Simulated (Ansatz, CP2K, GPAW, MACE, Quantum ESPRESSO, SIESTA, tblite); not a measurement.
# GPAW on amorphous Si (76 atoms): settings against a plane-wave reference, part 2 of 2

Aim: run amorphous Si (76 atoms) in GPAW and see how near its forces come to a plane-wave reference, and at what cost.

Program: GPAW 26.7.0; the method stands at each step. Banners, paths, timers and routine set-up lines are dropped from the logs unmarked, and long logs keep their key lines alone; longer cuts are marked.

So far. Step 3 (PBE, LCAO dzp, h 0.16 Å): Against the first run (5.5 %), the force difference from the reference is 5.6 %, at 1.9 times the CPU time: the change moves forces by 1.9 meV/Å r.m.s., so most of the difference comes from elsewhere. Step 4 (PBE, LCAO szp(dzp), h 0.2 Å): Against the first run (5.5 %), the force difference from the reference is 16 %, at 0.80 times the CPU time, with 684 basis functions against 988: the smaller basis costs accuracy.

### 5. PBE, LCAO dzp, h 0.2 Å, other mixer settings

Method: Kohn-Sham DFT, PBE, PAW, atomic orbitals (dzp).

run.py reads:

```python
import numpy as np
from ase.io import read
from gpaw import GPAW, FermiDirac, Mixer

atoms = read("structure.xyz")
atoms.calc = GPAW(
    mode="lcao",
    basis="dzp",
    h=0.2,
    xc="PBE",
    kpts={"size": (1, 1, 1), "gamma": True},
    occupations=FermiDirac(0.05),
    mixer=Mixer(0.03, 7, 100),
    maxiter=200,
    symmetry={"point_group": False},
    txt="gpaw.txt",
)
energy = atoms.get_potential_energy(force_consistent=True)
forces = atoms.get_forces()
print(f"energy {energy:.6f} eV")
print("forces (eV/A)")
for i, (a, f) in enumerate(zip(atoms, forces)):
    print(f"{i:4d} {a.symbol:2s} {f[0]:10.5f} {f[1]:10.5f} {f[2]:10.5f}")
print(f"Fermi level {atoms.calc.get_fermi_level():.4f} eV")
for k in range(len(atoms.calc.get_ibz_k_points())):
    for s in range(atoms.calc.get_number_of_spins()):
        e = atoms.calc.get_eigenvalues(kpt=k, spin=s)
        n = np.searchsorted(e, atoms.calc.get_fermi_level())
        print(f"k {k} spin {s} levels about the Fermi level:", np.round(e[max(n - 6, 0):n], 4).tolist(), "|", np.round(e[n:n + 6], 4).tolist())
```

structure.xyz reads:

```xyz
76
Lattice="11.52060 0.00000 0.00000 0.00000 11.52060 0.00000 0.00000 0.00000 11.52060" Properties=species:S:1:pos:R:3 pbc="T T T"
[... 76 atom lines left out: the same atoms as in the first run ...]
```

Launch:

```console
$ OMP_NUM_THREADS=1 python run.py > output.txt
```

Output:

```text
energy -373.718130 eV
forces (eV/A)
   0 Si   -0.27389   -0.09226    0.04996
   1 Si   -0.81616    2.40319    0.83077
   2 Si   -0.54276    0.20428   -1.54379
   3 Si    0.01204   -0.17534   -0.54591
   4 Si    0.82147   -0.92676    0.19176
   5 Si   -0.96964   -1.92450   -0.60716
   6 Si    1.45414    1.29707    3.50310
   7 Si    0.93271   -0.37910   -0.08702
   8 Si    0.01450   -0.20090    0.51664
   9 Si    0.53375    0.23778    0.66757
  10 Si    1.75848   -0.76680    0.75932
  11 Si    0.46037    0.28145   -0.23157
  12 Si   -0.91090    0.64977   -0.10768
  13 Si    0.63374    0.15836    0.66837
  14 Si    0.40657    0.27714    0.09098
  15 Si   -0.53981   -0.44417   -0.18593
  16 Si   -0.99251   -1.11156   -0.21945
  17 Si    0.92880   -0.85920   -0.40879
  18 Si    0.36982   -1.06263    1.03497
  19 Si   -1.15908    0.59844    0.00005
  20 Si    0.25863   -0.74312   -0.36591
  21 Si    0.71861    0.45820   -0.74454
  22 Si   -0.51963    0.01717    0.54143
  23 Si    0.19255    2.27651   -1.05767
[...]
68 Si   -0.42702    0.24384   -0.16303
  69 Si    0.75070   -0.53787   -1.73258
  70 Si   -1.76860    1.27100    0.61454
  71 Si   -0.11926   -0.28861   -0.38345
  72 Si   -1.76444    0.77330    0.19490
  73 Si    1.13388    0.28803    1.23639
  74 Si   -0.18485   -0.10646    0.35435
  75 Si   -0.57417    0.35082   -2.69283
Fermi level 5.4842 eV
k 0 spin 0 levels about the Fermi level: [4.935, 5.1154, 5.1596, 5.2785, 5.3839, 5.4441] | [5.54, 5.5686, 5.6394, 5.8372, 5.9495, 5.9956]
```

gpaw.txt:

```text
Input parameters:
  mode=LCAO(),
  basis={'default': 'dzp'},
  h=0.2,
  kpts=MonkhorstPack(size=(1, 1, 1), gamma=True),
  maxiter=200,
  mixer=Pulay(name='pulay', nmaxold=7, beta=0.03, weight=100, sigma=0.015, g_ss=None),
  occupations=Occupations(name='fermi-dirac', width=0.05, fixmagmom=False),
  symmetry=Symmetry(point_group=False),
  xc=XC(name='PBE')
Unit cell  # Å
[... lines left out ...]
  Fermi-Dirac:
[... lines left out ...]
convergence criteria:
- Maximum [total energy] change in last 3 cyles: 0.0005 eV / valence electron
[... lines left out ...]
Converged in 25 steps
[... lines left out ...]
  Free energy:    -373.718130
  Extrapolated:   -373.605166
dipole moment: (61.176388, -26.196381, -65.976447)  # |e|*Ang
Fermi level: 5.484
Eigenvalues  # (at kpt = [0.000, 0.000, 0.000])
| band index |      eig [eV] | occ [0-2] |
|------------|---------------|-----------|
|          0 |        -6.957 |     2.000 |
|        ... |               |           |
|        144 |         4.786 |     2.000 |
|        145 |         4.821 |     2.000 |
[...]
|        159 |         6.128 |     0.000 |
|        ... |               |           |
|        186 |         7.767 |     0.000 |
Gap: 0.096 eV
Transition (v -> c):
  (s=0, k=0, n=151, [0.00, 0.00, 0.00]) -> (s=0, k=0, n=152, [0.00, 0.00, 0.00])
No difference between direct/indirect transitions
Force computation time: 27.649  # s
timing:  # [seconds]
  Total:  339.895  # ━━━━━━━━━━━━━━━━━━━━━━━━━━━━━━━━━━━━━━━━━━━━━━━━━━━━━━━━
  Init:     7.478  # ━
  SCF:    304.741  # ━━━━━━━━━━━━━━━━━━━━━━━━━━━━━━━━━━━━━━━━━━━━━━━━━━
  Forces:  27.649  # ━━━━╸
```

Wall time 5.7 min (1 thread of Arm Neoverse V2, shared host); peak memory 1.4 GiB.

Compared with the plane-wave run:

```yaml
r_m_s_force_component: 0.9804 eV/Å
r_m_s_difference_of_force_components: 51.77 meV/Å
longest_difference_of_force_vectors: 157.2 meV/Å
force_difference_over_r_m_s_force: 5.523 %
slope_of_forces_against_the_reference_s: 1.046
correlation_of_force_components: 0.9996
energy_less_the_same_level_run_s: 0 meV/atom
r_m_s_force_difference_from_the_same_level_run: 1.191 meV/Å
```

Against the first run (5.5 %), the force difference from the reference is 5.5 %, at 1.4 times the CPU time (25 SCF steps against 17): another solver or mixer reaches the same state.

### 6. All runs compared

Differences are against the plane-wave reference, forces as r.m.s. over components; share is that over the reference's r.m.s. force, slope the least-squares factor from reference forces to these. Total energies of different programs have different zeros and aren't compared.

| run | Δ force, r.m.s. (meV/Å) | share (%) | slope | cores | CPU time | memory (GiB) |
| --- | --- | --- | --- | --- | --- | --- |
| reference | - | - | - | 8 | 40 s | 1.4 |
| GPAW PBE, LCAO dzp, h 0.2 Å | 52.0 | 5.55 | 1.046 | 1 | 4 min | 1.5 |
| GPAW PBE, LCAO dzp, h 0.16 Å | 52.1 | 5.55 | 1.046 | 1 | 7.7 min | 3.0 |
| GPAW PBE, LCAO szp(dzp), h 0.2 Å (coarse) | 149 | 15.9 | 1.113 | 1 | 3.2 min | 1.5 |
| GPAW PBE, LCAO dzp, h 0.2 Å, other mixer settings | 51.8 | 5.52 | 1.046 | 1 | 5.7 min | 1.4 |

Rows marked coarse were listed beforehand as settings not expected to be converged; some can still land near the reference.

CPU time is summed over cores on a shared host, where runs went side by side, so it is rough. Symmetry, cutoffs, thresholds, outputs and thread counts weren't matched or tuned between programs; memory under MPI is the largest rank's times the ranks.

Within one program, basis, potentials and functional, energies share a zero. Each run against its twin at the usual cutoff or grid and solver:

| run | twin | Δ energy (meV/atom) | Δ force, r.m.s. (meV/Å) | CPU time over the twin's |
| --- | --- | --- | --- | --- |
| GPAW PBE, LCAO dzp, h 0.16 Å | LCAO dzp, h 0.2 Å | -2.27 | 1.86 | 1.9 |
| GPAW PBE, LCAO dzp, h 0.2 Å, other mixer settings | LCAO dzp, h 0.2 Å | 0 | 1.19 | 1.4 |

### 7. Results

```
nearest in forces : a tie at 5.5 % of 2 runs: GPAW PBE, LCAO dzp, h 0.2 Å; GPAW PBE, LCAO dzp, h 0.2 Å, other mixer settings
```

**Reading.** The PBE runs in local orbitals, coarse settings apart, differ by 5.5 % (GPAW PBE, LCAO dzp, h 0.2 Å, other mixer settings) to 5.6 % (GPAW PBE, LCAO dzp, h 0.16 Å); basis, grid and potentials can all enter. Runs with settings chosen to be coarse differ by 16 % (GPAW PBE, LCAO szp(dzp), h 0.2 Å), their programs' other errors included. None of the electronic-structure runs in the table takes under half the reference's CPU time of 40 s; they take 4.8 to 12 times as much. GPAW PBE, LCAO szp(dzp), h 0.2 Å stiffens the forces by a factor of 1.11 while following their directions (correlation 0.995); the slopes of the 4 GPAW runs lie between 1.05 and 1.11. The quench rate of 10 K/ps is many orders above laboratory rates, so the cell is likely richer in defects and strain than a real sample. The network of bonds at the start is that of the classical potential that made the cell, and needn't be the one that DFT or experiment would give. The electronic-structure runs sample only Γ, in a cell whose shortest periodic width is 12 Å, which is coarse for a cell with partly filled levels.

[Also dropped from logs without a mark: logging warnings of Python, and SIESTA's first energy breakdown and zero terms.]

[Logs are printed without paths, hosts, clocks, repeated set-up lines and the standing remarks that a program may print on its own settings, such as how far it seeks lower states.]

[Hosts, paths, dates, database ids (printed as entryN), source tags and the programs' standing remarks are cut or masked in the printed files.]
